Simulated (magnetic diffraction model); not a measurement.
## Solving a magnetic structure from powder neutron data: AlNiBr₅

Space group Ama2 (no. 40), a = 12.7790 Å, b = 13.0380 Å, c = 4.8620 Å.

| site | atom | x | y | z |
| --- | --- | --- | --- | --- |
| 8c | Br | 0.6095 | 0.0673 | 0.9992 |
| 4b | Br | 3/4 | 0.1952 | 0.5190 |
| 8c | Br | 0.6208 | 0.3296 | 0.9487 |
| 4a | Ni | 1/2 | 0 | 0.5021 |
| 4b | Al | 3/4 | 0.2024 | 0.9904 |

This is a made-up structure (elements placed in a structure type, unrelaxed), so the numbers test the method and describe no known phase.

Only Ni is taken to order (form factors of Ni2+); orders and moment sizes are assumed, and not adapted to the symmetry. Radiation: neutrons of λ = 1.594 Å, 3° to 35°; isotropic B of 0.36 Å² (Br), 0.35 Å² (Ni) and 0.51 Å² (Al). Simulated constant-wavelength pattern: nuclear and magnetic terms add, the magnetic one as |2.695 fm × Σ f S⊥ exp(2πi Q·r) exp(−B s²)|², summed over all Q at one angle with the factor 1/(sin²θ cos θ). For a modulated order the moment at position r is S exp(−2πi k·r) + c.c., with S = m/2 for a sine wave of amplitude m and S = m(u + iv)/2 for moments turning in a plane, u and v being orthogonal unit vectors in it; the phase factor of the sum at Q = H + k is then exp(2πi H·r). Free-ion form factors, Sears's scattering lengths of 1992, no absorption; a label names one of the reflections at its angle. The strongest nuclear line in the range is 100, and lines under 0.2 are left out.

Above the ordering temperature:

```tsv
2θ (°)	index	I
14.04	(0 2 0)	3.9
14.33	(2 0 0)	2.9
15.78	(1 2 0)	9.7
20.12	(2 2 0)	100.0
20.15	(0 1 1)	7.9
21.41	(1 1 1)	36.8
24.82	(2 1 1)	16.5
25.83	(3 2 0)	5.7
28.31	(0 4 0)	2.0
28.48	(0 3 1)	14.0
28.89	(4 0 0)	1.9
29.23	(1 4 0)	6.4
29.40	(1 3 1)	19.7
29.68	(3 1 1)	67.1
31.86	(2 4 0)	5.3
32.02	(2 3 1)	30.0
```

Below it (cell unchanged):

```
2θ (°)      I
  4.70   24.6
 14.04    3.9
 14.33    2.9
 14.82    2.5
 15.09    2.4
 15.78    9.7
 15.78    3.5
 20.12  100.0
 20.15    7.9
 20.67    2.2
 21.38    2.8
 21.41   36.8
 24.69    1.3
 24.82   16.5
 25.51    0.8
 25.83    5.7
 28.31    2.0
 28.48   14.0
 28.66    1.6
 28.71    0.5
 28.89    1.9
 29.23    6.4
 29.29    0.5
 29.38    1.1
 29.40   19.7
 29.68   67.1
 31.86    5.3
 31.92    0.5
 32.02   30.0
 32.23    0.7
 32.62    0.7
 33.09    0.8
 33.34    0.3
```

**Question.** Find the propagation vector, then choose among these models:
A. moments turning in the plane of [001] and [100], 1.72 μB on Ni; signs + at (1/2, 0, 0.5021), + at (0, 0, 0.5021)
B. a sine wave with moments along [001] (amplitudes given), 1.72 μB on Ni; signs + at (1/2, 0, 0.5021), + at (0, 0, 0.5021)
C. a sine wave with moments along [010] (amplitudes given), 1.72 μB on Ni; signs + at (1/2, 0, 0.5021), + at (0, 0, 0.5021)
D. moments turning in the plane of [100] and [010], 1.72 μB on Ni; signs + at (1/2, 0, 0.5021), + at (0, 0, 0.5021)

The new lines index as (0 0 1/4) at 4.70°, (0 2 1/4) at 14.82°, (2 0 1/4) at 15.09° and (0 1 3/4) at 15.78°, that is as H ± k with k = (0 0 1/4). Satellites come in pairs about each point of the reciprocal lattice.

Magnetic intensity, observed (below minus above) and for each model:

| 2θ (°) | index | observed | A | B | C | D |
| --- | --- | --- | --- | --- | --- | --- |
| 4.70 | (0 0 1/4) | 24.6 | 12.3 | <0.2 | 12.3 | 24.6 |
| 14.82 | (0 2 1/4) | 2.5 | 4.3 | 2.0 | 0.2 | 2.5 |
| 15.78 | (0 1 3/4) | 3.5 | 2.4 | 0.4 | 1.6 | 3.5 |
| 20.67 | (2 2 1/4) | 2.2 | 3.1 | 2.0 | 1.1 | 2.2 |
| 21.38 | (2 1 3/4) | 2.8 | 2.2 | 1.1 | 1.7 | 2.8 |
| 24.69 | (0 1 5/4) | 1.3 | 0.7 | <0.2 | 0.6 | 1.3 |
| 28.66 | (2 1 5/4) | 1.6 | 1.0 | 0.3 | 0.9 | 1.6 |
| 32.23 | (2 4 1/4) | 0.7 | 1.2 | 0.7 | <0.2 | 0.7 |

Model D matches.

The structure used: k = (0 0 1/4), moments turning in the plane of [100] and [010], 1.72 μB on Ni; signs + at (1/2, 0, 0.5021), + at (0, 0, 0.5021).

[Logs are printed without paths, hosts, clocks, repeated set-up lines and the standing remarks that a program may print on its own settings, such as how far it seeks lower states.]
